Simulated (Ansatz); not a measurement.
# Lattice dynamics of Y2CF2 monolayer

Wanted: phonon frequencies of Y2CF2 monolayer and what follows from them.

Program: Ansatz 0.2.0. Level of theory: DFT PBEsol, scalar-relativistic, plane waves, PAW; PAW set soft_1. Results are calculated unless marked as measured.

### 1. Starting point

The cell holds 5 atoms: 1 C, 2 Y and 2 F. Cell: a = 3.600 Å, b = 3.600 Å, c = 20.000 Å, α = 90.0°, β = 90.0°, γ = 120.0°. Vacuum lies along c.

As a file:

```cif
data_structure
_symmetry_space_group_name_H-M 'P 1'
_symmetry_Int_Tables_number 1
_cell_length_a 3.6000
_cell_length_b 3.6000
_cell_length_c 20.0000
_cell_angle_alpha 90.000
_cell_angle_beta 90.000
_cell_angle_gamma 120.000
_cell_volume 224.47
loop_
_atom_site_label
_atom_site_type_symbol
_atom_site_fract_x
_atom_site_fract_y
_atom_site_fract_z
_atom_site_occupancy
C1 C 0.00000 0.00000 0.50000 1
Y2 Y 0.33333 0.66667 0.56000 1
Y3 Y 0.66667 0.33333 0.44000 1
F4 F 0.66667 0.33333 0.61750 1
F5 F 0.33333 0.66667 0.38250 1
```

### 2. Rough relaxation

A rough relaxation comes first, because large forces or stress need no tight tolerances yet.

The program solves this slab on a cell height of its own, 33.2 Å, in place of the one typed.

Contents of input.yaml:

```yaml
crystal:
  lattice:
    - [3.6, 0.0, 0.0]
    - [-1.8, 3.11769, 0.0]
    - [0.0, 0.0, 20.0]
  atoms:
    - { symbol: C, position: [0.0, 0.0, 0.5] }
    - { symbol: "Y", position: [0.333333, 0.666667, 0.56] }
    - { symbol: "Y", position: [0.666667, 0.333333, 0.44] }
    - { symbol: F, position: [0.666667, 0.333333, 0.6175] }
    - { symbol: F, position: [0.333333, 0.666667, 0.3825] }
  periodic: [true, true, false]
kpoints:
  mp_grid: { grid: [6, 6, 1] }
hamiltonian:
  xc: pbesol
  pseudopotentials: { kind: paw, azcp: { folder: soft_1 }, xc_functional: pbe }
scf:
  occupations: { method: gaussian, width: 0.1 }
output:
  forces: true
  stress: true
  eigenvalues: true
relax:
  adjacent_minimum: "off"
  f_tol: 0.05
  max_steps: 80
  cell: { stress_2d_tol: 0.02 }
```

Command:

```sh
$ ansatz run input.yaml --threads 4 --pin off --max-ram 16384MiB --backend cpu --events-out ev --progress --plain --runs-dir out
```

Numbers of over 12 decimals in the logs are rounded to 6 here.

Output:

```text
[...]
cell:  # Å, volume = 359.4800 Å³
    - [3.535925, 0, 0]
    - [-1.767962, 3.062200, 0]
    - [0, 0, 33.2]
  atoms:
    - { symbol: C, position: [0, 0, 0.301205] }
    - { symbol: Y, position: [0.333333, 0.666667, 0.342268] }
    - { symbol: Y, position: [0.666667, 0.333333, 0.260141] }
    - { symbol: F, position: [0.666667, 0.333333, 0.376898] }
    - { symbol: F, position: [0.333333, 0.666667, 0.225512] }
[key lines of the parts left out:]
SCF converged after 7 iterations
Free energy (F): -9444.236345 eV
Fermi energy:    -3.651471 eV
P = ½ c Tr σ = -0.0037 N/m
```

Wall time 16 s (4 threads of Arm Neoverse V1, shared host); peak memory 0.67 GiB; 58 s of CPU time.

Step by step:

```
step  energy less that of the first step (eV)  largest force component (eV/Å)  volume (Å³)
   1                                   0.0000                          3.1897       372.63
   2                                  -0.3364                          1.4392       372.39
   3                                  -0.4771                          0.3125       354.99
   4                                  -0.5007                          0.0206       361.32
   5                                  -0.5016                          0.0133       360.25
   6                                  -0.5018                          0.0014       359.75
  7*                                  -0.4990                          0.0012       359.75
   8                                  -0.4991                          0.0001       359.48
  9*                                  -0.4990                          0.0001       359.48
```

Relaxation steps marked * repeat the geometry before them on a plane-wave basis chosen anew for their cell, so energy and pressure can jump there.

Forces are held to the 12 operations that the run works with; a distortion that breaks them can't arise in this run.

```
cell as run  before  after  change
      a (Å)   3.600  3.536  -1.8 %
      b (Å)   3.600  3.536  -1.8 %
```

The atoms that moved most (Å, along periodic axes as changes of fractional coordinates times the final cell, across vacuum about the mean position):

```
atom     dx     dy      dz  length
  Y3  0.000  0.000  -0.163   0.163
  Y2  0.000  0.000   0.163   0.163
  F5  0.000  0.000  -0.163   0.163
  F4  0.000  0.000   0.163   0.163
```

Final coordinates:

```
C Y F
1.0
     3.53592    0.00000    0.00000
    -1.76796    3.06220    0.00000
     0.00000    0.00000   33.20000
C Y F
1 2 2
Cartesian
  0.0000 0.0000 10.0000
  0.0000 2.0415 11.3633
  1.7680 1.0207 8.6367
  1.7680 1.0207 12.5130
  0.0000 2.0415 7.4870
```

A gap read on the k-mesh alone can miss the band edges.

Numbers from this step:

| Item | Value |
| --- | --- |
| gap on the k-mesh | 1.063 eV |
| direct gap on mesh | 1.234 eV |
| area per atom | 2.166 Å² |

The relaxation ends with a largest force component of 1.3e-4 eV/Å.

### 3. Bringing the structure to rest

Harmonic phonons are second derivatives at a point where the forces vanish, and they are wanted at zero stress, so atoms and cell are relaxed first.

Contents of input.yaml:

```yaml
crystal:
  lattice:
    - [3.5359245422, 0.0, 0.0]
    - [-1.7679622711, 3.0622004794, 0.0]
    - [0.0, 0.0, 33.2]
  atoms:
    - { symbol: C, position: [0.0, 0.0, 0.3012048193] }
    - { symbol: "Y", position: [0.3333333333, 0.6666666667, 0.342268187] }
    - { symbol: "Y", position: [0.6666666667, 0.3333333333, 0.2601414516] }
    - { symbol: F, position: [0.6666666667, 0.3333333333, 0.3768981189] }
    - { symbol: F, position: [0.3333333333, 0.6666666667, 0.2255115196] }
  periodic: [true, true, false]
kpoints:
  mp_grid: { grid: [9, 9, 1] }
hamiltonian:
  xc: pbesol
  pseudopotentials: { kind: paw, azcp: { folder: soft_1 }, xc_functional: pbe }
scf:
  occupations: { method: gaussian, width: 0.02 }
output:
  forces: true
  stress: true
  eigenvalues: true
  write_density: true
  write_potential: true
  elf: true
  volumetric_format: npy
relax:
  adjacent_minimum: "off"
  f_tol: 0.005
  max_steps: 80
  cell: { stress_2d_tol: 0.02 }
```

Output:

```text
[...]
Crystal: 5 atoms, lattice volume = 359.480 Å³
Basis set: ecut = 420 eV, 6969 PW (Γ), exchange–correlation on 48×48×450 points (8 copies of the dense FFT grid, shifted against one another)
Bands: 25, of which v1, the nominal top of the filled ones, is band 20 counted from 1 (19 counted from 0)
Symmetry: 12 space group operations
[...]
k-points: 12 of 81
[...]
SCF iter   1: F=—  HF=-9449.488541 eV  |F-HF|=—  |Δ(HF+E_count)|=         —  Δρ=5.38e-2  dr2=2.02e1  ethr=3.10e-3  ⟨swp⟩=11.6  Hψ=2216  notcnv=0
[...]
SCF iter  10: F=-9444.242091 eV  HF=-9444.242091 eV  |F-HF|=7.46e-9  |Δ(HF+E_count)|=   1.92e-7  Δρ=3.23e-6  dr2=2.93e-8  ethr=2.50e-10  ⟨swp⟩=27.8  Hψ=4192  notcnv=0
SCF 1 converged in 10 iterations: F = -9444.242091 eV  dr2 = 2.93e-8
[...]
relax step   1: F+E_penalty+E_count = -9444.24209094 eV  Δ(F+E_penalty+E_count) = +0.000e0 eV  max|allowed force component| = 1.658e-2 eV/Å  Δτ_max = 0.0000 Å  P = -0.065 N/m  Ω = 359.480 Å³  fix = [c, alpha, beta]  reactions: c +0.000 N/m  (10 SCF iters, dr2 threshold 1.00e-7 eV, accepted)
Crystal: 5 atoms, lattice volume = 358.795 Å³
Basis set: ecut = 420 eV, 6945 PW (Γ), exchange–correlation on 48×48×450 points (8 copies of the dense FFT grid, shifted against one another)
[...]
SCF iter   7: F=-9444.241724 eV  HF=-9444.241724 eV  |F-HF|=3.53e-10  |Δ(HF+E_count)|=   3.52e-9  Δρ=1.08e-6  dr2=2.56e-9  ethr=4.29e-11  ⟨swp⟩=15.7  Hψ=2916  notcnv=0
SCF 2 converged in 7 iterations: F = -9444.241724 eV  dr2 = 2.56e-9
relax step   2: F+E_penalty+E_count = -9444.24172367 eV  Δ(F+E_penalty+E_count) = +3.673e-4 eV  max|allowed force component| = 9.647e-2 eV/Å  Δτ_max = 0.0090 Å  P = -0.001 N/m  Ω = 358.795 Å³  energy of the carried Pulay correction = +2.031e-4 eV  fix = [c, alpha, beta]  (7 SCF iters, dr2 threshold 1.72e-8 eV, rejected (line search))
Crystal: 5 atoms, lattice volume = 359.298 Å³
[...]
SCF iter  10: F=-9444.242177 eV  HF=-9444.242177 eV  |F-HF|=1.46e-11  |Δ(HF+E_count)|=    0.00e0  Δρ=6.62e-9  dr2=1.16e-13  ethr=1.00e-12  ⟨swp⟩=10.6  Hψ=2032  notcnv=0
SCF 3 converged in 10 iterations: F = -9444.242177 eV  dr2 = 1.16e-13
relax step   3: F+E_penalty+E_count = -9444.24217732 eV  Δ(F+E_penalty+E_count) = -8.638e-5 eV  max|allowed force component| = 2.047e-3 eV/Å  Δτ_max = 0.0016 Å  P = -0.035 N/m  Ω = 359.298 Å³  energy of the carried Pulay correction = +5.405e-5 eV  fix = [c, alpha, beta]  reactions: c -0.000 N/m  (10 SCF iters, accepted)
[...]
relax step   4: F+E_penalty+E_count = -9444.24219604 eV  Δ(F+E_penalty+E_count) = -1.872e-5 eV  max|allowed force component| = 4.342e-3 eV/Å  Δτ_max = 0.0005 Å  P = -0.009 N/m  Ω = 359.240 Å³  energy of the carried Pulay correction = +7.125e-5 eV  fix = [c, alpha, beta]  reactions: c -0.000 N/m  (6 SCF iters, dr2 threshold 1.35e-9 eV, accepted)
[...]
SCF iter   7: F=-9444.242140 eV  HF=-9444.242140 eV  |F-HF|=2.91e-11  |Δ(HF+E_count)|=  3.64e-12  Δρ=2.76e-8  dr2=1.60e-12  ethr=1.00e-12  ⟨swp⟩=8.8  Hψ=1980  notcnv=0
SCF 5 converged in 7 iterations: F = -9444.242140 eV  dr2 = 1.60e-12
relax step   5: F+E_penalty+E_count = -9444.24213990 eV  Δ(F+E_penalty+E_count) = +5.614e-5 eV  max|allowed force component| = 4.336e-3 eV/Å  Δτ_max = 0.0000 Å  P = -0.010 N/m  Ω = 359.240 Å³  fix = [c, alpha, beta]  reactions: c -0.000 N/m  stress off target by 1.02e-2 N/m on what of the cell is left free  SCF on the basis re-selected at this cell (its energy is not comparable with the rows above)  (7 SCF iters)
[...]
WARN: The output density's exchange-correlation potential varies sharply where the density is thin. Do not read a vacuum level from v_tot or v_xc, or from such a field of the output density. On a cell that repeats whose density bears no net charge and no dipole along the vacuum's axis use v_es (v_loc + v_h of the components); under efield.dipole_correction with no amplitude use v_es + v_field, which holds any externa [...]
SCF converged after 7 iterations
Free energy (F): -9444.242140 eV
[...]
Internal energy: -9444.242140 eV  (E = F + TS)
E sigma→0 (E₀):  -9444.242140 eV
Fermi energy:    -3.631023 eV
[...]
--- Forces (eV/Å), atoms counted from 1 ---
  atom   1  C      0.00000000    -0.00000000     0.00000000
  atom   2  Y     -0.00000000    -0.00000000    -0.00433605
  atom   3  Y      0.00000000     0.00000000     0.00433605
  atom   4  F      0.00000000    -0.00000000     0.00305267
  atom   5  F      0.00000000     0.00000000    -0.00305267
  max |Σ_I F_I| component: 8.67e-19 eV/Å
--- 2D stress c σ (N/m, compression-positive) ---
       -0.010213       0.000000      -0.000000
       -0.000000      -0.010213      -0.000000
       -0.000000      -0.000000      -0.000000
  P = ½ c Tr σ = -0.0102 N/m
--- Band table (eV; the first three rows and the last of 12) ---
  k-point 0: bands = [... 16 lower, -9.8908, -5.7128, -4.1827, -4.1827, -1.3349 (-1.3350°), -1.1688, -1.0238, -1.0238, ... 1 higher]
  k-point 1: bands = [... 16 lower, -9.8140, -5.5591, -4.5530, -4.2309, -1.5026 (-1.5026°), -1.1476 (-1.1476°), -0.9675, -0.7784, ... 1 higher]
  k-point 2: bands = [... 16 lower, -9.8166, -5.3074, -5.1126, -4.3113, -2.1749, -0.8994 (-0.8994°), -0.4637 (-0.4637°), -0.2944, ... 1 higher]
  k-point 11: bands = [... 16 lower, -9.8279, -5.4439, -5.4439, -4.8270, -1.2254, -0.1640, -0.1640, 0.4734, ... 1 higher]
  ° read free of the cell's end (the report's vacuum.weakly_bound_levels)
--- Relaxed structure (4 steps of the walk, 3 accepted, 1 SCFs on fresh bases) ---
[...]
cell:  # Å, volume = 359.2397 Å³
    - [3.534743, 0.0, 0]
    - [-1.767371, 3.061177, 0]
    - [0, 0, 33.2]
  atoms:
    - { symbol: C, position: [0, 0, 0.30120481928] }
    - { symbol: Y, position: [0.333333, 0.666667, 0.342303] }
    - { symbol: Y, position: [0.666667, 0.333333, 0.260107] }
    - { symbol: F, position: [0.666667, 0.333333, 0.376932] }
    - { symbol: F, position: [0.333333, 0.666667, 0.225478] }
```

Elapsed: 14 s, on 4 threads; peak memory 0.72 GiB; 48 s of CPU time.

Little changed from the start: no atom moved by 0.005 Å and no cell edge by 0.1 %.

Numbers from this step:

* gap on the k-mesh: 1.104 eV
* direct gap on mesh: 1.277 eV
* area per atom: 2.164 Å²

Electrostatic potential energy in the ac plane at fractional y = 0.333, with atoms of Y and F within 0.2 Å of it. With pseudopotentials it is smooth inside the atoms' cores, unlike the true potential.

Values in eV, 24 rows by 14 columns, each cell a mean:
```
  0   0   0   0   0   0   0   0   0   0   0   0   0   0
  0   0   0   0   0   0   0   0   0   0   0   0   0   0
  0   0   0   0   0   0   0   0   0   0   0   0   0   0
  0   0   0   0   0   0   0   0   0   0   0   0   0   0
  0   0   0   0   0   0   0   0   0   0   0   0   0   0
  0   0   0   0   0   0   0   0   0   0   0   0   0   0
  0   0   0   0   0   0   0   0   0   0   0   0   0   0
  0   0   0   0   0   0   0   0   0   0   0   0   0   0
  0   0   0   0   0   0   0   0   0   0   0   0   0   0
  0   0   0   0   0   0   0   0   0   0   0   0   0   0
  0   0   0   0   0   0   0   0   0   0   0   0   0   0
  0   0   0   0   0   0   0   0   0   0   0   0   0   0
  0   0   0   0   0   0   0   0   0   0   0   0   0   0
  0   0   0   0   0   0   0   0   0   0   0   0   0   0
 -2  -2  -2  -2  -2  -1  -2 -12 -17 -19 -18 -15  -6  -2
 -9 -11 -13 -12 -10  -7  -5  -8 -12 -13 -13 -10  -6  -6
 -3  -4  -5  -5  -4  -3  -3  -4  -5  -5  -5  -4  -3  -3
 -7  -4  -3  -3  -6 -12 -23 -29 -30 -30 -30 -29 -27 -17
 -4  -2  -2  -2  -3  -5  -9 -14 -16 -17 -17 -15 -11  -7
  0   0   0   0   0   0  -1  -1  -1  -1  -1  -1  -1   0
  0   0   0   0   0   0   0   0   0   0   0   0   0   0
  0   0   0   0   0   0   0   0   0   0   0   0   0   0
  0   0   0   0   0   0   0   0   0   0   0   0   0   0
  0   0   0   0   0   0   0   0   0   0   0   0   0   0
```
Columns run along a (3.5 Å; values clipped at the 3rd and 97th percentile), rows up along c (33.2 Å). Atoms in or near the plane, at fractional coordinates: Y at (0.67, 0.26), F at (0.67, 0.38).

ELF in the ac plane at fractional y = 0.333, with atoms of Y and F within 0.2 Å of it. It is the smooth field of the valence electrons, not physical close to the nuclei.

Ten even steps from '0' (0.00) to '9' (0.76), each cell a mean:
```
00000000000000
00000000000000
00000000000000
00000000000000
00000000000000
00000000000000
00000000000000
00000000000000
00000000000000
00000000000000
00000000000000
00000000000000
00000000000000
00000000111000
10001368988975
12321125566531
56666432111224
23432379989985
24442124555431
01111000000000
00000000000000
00000000000000
00000000000000
00000000000000
```
Columns run along a (3.5 Å), rows up along c (33.2 Å). Atoms in or near the plane, at fractional coordinates: Y at (0.67, 0.26), F at (0.67, 0.38).

Valence density in the ac plane at fractional y = 0.333, with atoms of Y and F within 0.2 Å of it. It is the smooth field of the valence electrons, not physical close to the nuclei.

Values in units of 1e0 e/Å³, 24 rows by 14 columns, each cell a mean:
```
0.0 0.0 0.0 0.0 0.0 0.0 0.0 0.0 0.0 0.0 0.0 0.0 0.0 0.0
0.0 0.0 0.0 0.0 0.0 0.0 0.0 0.0 0.0 0.0 0.0 0.0 0.0 0.0
0.0 0.0 0.0 0.0 0.0 0.0 0.0 0.0 0.0 0.0 0.0 0.0 0.0 0.0
0.0 0.0 0.0 0.0 0.0 0.0 0.0 0.0 0.0 0.0 0.0 0.0 0.0 0.0
0.0 0.0 0.0 0.0 0.0 0.0 0.0 0.0 0.0 0.0 0.0 0.0 0.0 0.0
0.0 0.0 0.0 0.0 0.0 0.0 0.0 0.0 0.0 0.0 0.0 0.0 0.0 0.0
0.0 0.0 0.0 0.0 0.0 0.0 0.0 0.0 0.0 0.0 0.0 0.0 0.0 0.0
0.0 0.0 0.0 0.0 0.0 0.0 0.0 0.0 0.0 0.0 0.0 0.0 0.0 0.0
0.0 0.0 0.0 0.0 0.0 0.0 0.0 0.0 0.0 0.0 0.0 0.0 0.0 0.0
0.0 0.0 0.0 0.0 0.0 0.0 0.0 0.0 0.0 0.0 0.0 0.0 0.0 0.0
0.0 0.0 0.0 0.0 0.0 0.0 0.0 0.0 0.0 0.0 0.0 0.0 0.0 0.0
0.0 0.0 0.0 0.0 0.0 0.0 0.0 0.0 0.0 0.0 0.0 0.0 0.0 0.0
0.0 0.0 0.0 0.0 0.0 0.0 0.0 0.0 0.0 0.0 0.0 0.0 0.0 0.0
0.0 0.0 0.0 0.0 0.0 0.0 0.0 0.0 0.0 0.0 0.0 0.0 0.0 0.0
0.1 0.0 0.0 0.0 0.0 0.1 0.3 1.3 3.4 5.3 4.5 1.9 0.6 0.2
0.2 0.3 0.3 0.3 0.2 0.2 0.3 0.7 1.5 2.3 1.9 0.9 0.4 0.2
0.3 0.3 0.4 0.4 0.3 0.2 0.2 0.1 0.1 0.2 0.2 0.1 0.2 0.2
0.2 0.2 0.2 0.2 0.2 0.3 0.8 2.0 2.7 2.7 2.8 2.4 1.4 0.5
0.1 0.1 0.2 0.2 0.1 0.1 0.2 0.5 0.7 0.9 0.8 0.6 0.3 0.2
0.0 0.0 0.0 0.0 0.0 0.0 0.0 0.0 0.0 0.0 0.0 0.0 0.0 0.0
0.0 0.0 0.0 0.0 0.0 0.0 0.0 0.0 0.0 0.0 0.0 0.0 0.0 0.0
0.0 0.0 0.0 0.0 0.0 0.0 0.0 0.0 0.0 0.0 0.0 0.0 0.0 0.0
0.0 0.0 0.0 0.0 0.0 0.0 0.0 0.0 0.0 0.0 0.0 0.0 0.0 0.0
0.0 0.0 0.0 0.0 0.0 0.0 0.0 0.0 0.0 0.0 0.0 0.0 0.0 0.0
```
Columns run along a (3.5 Å), rows up along c (33.2 Å). Atoms in or near the plane, at fractional coordinates: Y at (0.67, 0.26), F at (0.67, 0.38).

[end of part 1 of 3]

[Logs are printed without paths, hosts, clocks, repeated set-up lines and the standing remarks that a program may print on its own settings, such as how far it seeks lower states.]

[Hosts, paths, dates, database ids (printed as entryN), source tags and the programs' standing remarks are cut or masked in the printed files.]
